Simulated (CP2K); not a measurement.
Two runs for the C K edge of 3-methoxypyrrole. Run A: CP2K XAS_TDP, all-electron GAPW, PBEh(45%), aug-cc-pVDZ, TDA, no relativity. Run B differs in one setting.

First lines with a strength over 0.0015. A:

| atom | energy (eV) | states | strength, one atom |
| --- | --- | --- | --- |
| C1 (bonded to O and 3 H) | 285.00 | 1 | 0.0284 |
|  | 285.25 | 1 | 0.0074 |
|  | 285.87 | 1 | 0.0244 |
|  | 285.90 | 1 | 0.0229 |
|  | 286.81 | 1 | 0.0031 |
| C3 (bonded to 2 C and O) | 283.93 | 1 | 0.0581 |
|  | 285.63 | 1 | 0.0047 |
|  | 285.71 | 1 | 0.0057 |
|  | 285.75 | 1 | 0.0078 |
|  | 286.08 | 1 | 0.0022 |
| C4 (bonded to 2 C and H) | 282.42 | 1 | 0.0435 |
|  | 283.80 | 1 | 0.0070 |
|  | 284.62 | 1 | 0.0068 |
|  | 284.70 | 1 | 0.0023 |
|  | 284.97 | 2 | 0.0032 |
| C5 (bonded to C, N and H) | 282.65 | 1 | 0.0521 |
|  | 284.49 | 1 | 0.0099 |
|  | 285.40 | 1 | 0.0021 |
|  | 285.69 | 1 | 0.0016 |
|  | 286.02 | 1 | 0.0029 |
| C7 (bonded to C, N and H) | 282.83 | 1 | 0.0452 |
|  | 284.27 | 1 | 0.0086 |
|  | 285.15 | 1 | 0.0030 |
|  | 285.35 | 1 | 0.0016 |
|  | 285.74 | 1 | 0.0025 |

B:

| atom | energy (eV) | states | strength, one atom |
| --- | --- | --- | --- |
| C1 (bonded to O and 3 H) | 291.60 | 1 | 0.0277 |
|  | 291.85 | 1 | 0.0072 |
|  | 292.47 | 1 | 0.0238 |
|  | 292.49 | 1 | 0.0224 |
|  | 293.40 | 1 | 0.0030 |
| C3 (bonded to 2 C and O) | 289.45 | 1 | 0.0570 |
|  | 291.15 | 1 | 0.0046 |
|  | 291.23 | 1 | 0.0056 |
|  | 291.27 | 1 | 0.0076 |
|  | 291.61 | 1 | 0.0021 |
| C4 (bonded to 2 C and H) | 288.16 | 1 | 0.0426 |
|  | 289.54 | 1 | 0.0068 |
|  | 290.36 | 1 | 0.0067 |
|  | 290.44 | 1 | 0.0023 |
|  | 290.71 | 2 | 0.0031 |
| C5 (bonded to C, N and H) | 288.30 | 1 | 0.0511 |
|  | 290.14 | 1 | 0.0097 |
|  | 291.05 | 1 | 0.0020 |
|  | 291.34 | 1 | 0.0015 |
|  | 291.67 | 1 | 0.0028 |
| C7 (bonded to C, N and H) | 288.42 | 1 | 0.0444 |
|  | 289.87 | 1 | 0.0084 |
|  | 290.74 | 1 | 0.0030 |
|  | 290.94 | 1 | 0.0016 |
|  | 291.33 | 1 | 0.0024 |

**Question.** Which was it: the basis, scalar relativity switched on, the functional, GW2X switched on?

GW2X switched on. GW2X shifts an atom's lines together and keeps their spacings. Against PBEh(45%) in aug-cc-pVDZ, the leading lines move by +6.60 eV (C1, to 291.60), +5.52 eV (C3, to 289.45), +5.74 eV (C4, to 288.16), +5.65 eV (C5, to 288.30) and +5.59 eV (C7, to 288.42).

[Hosts, paths, dates, database ids (printed as entryN), source tags and the programs' standing remarks are cut or masked in the printed files.]
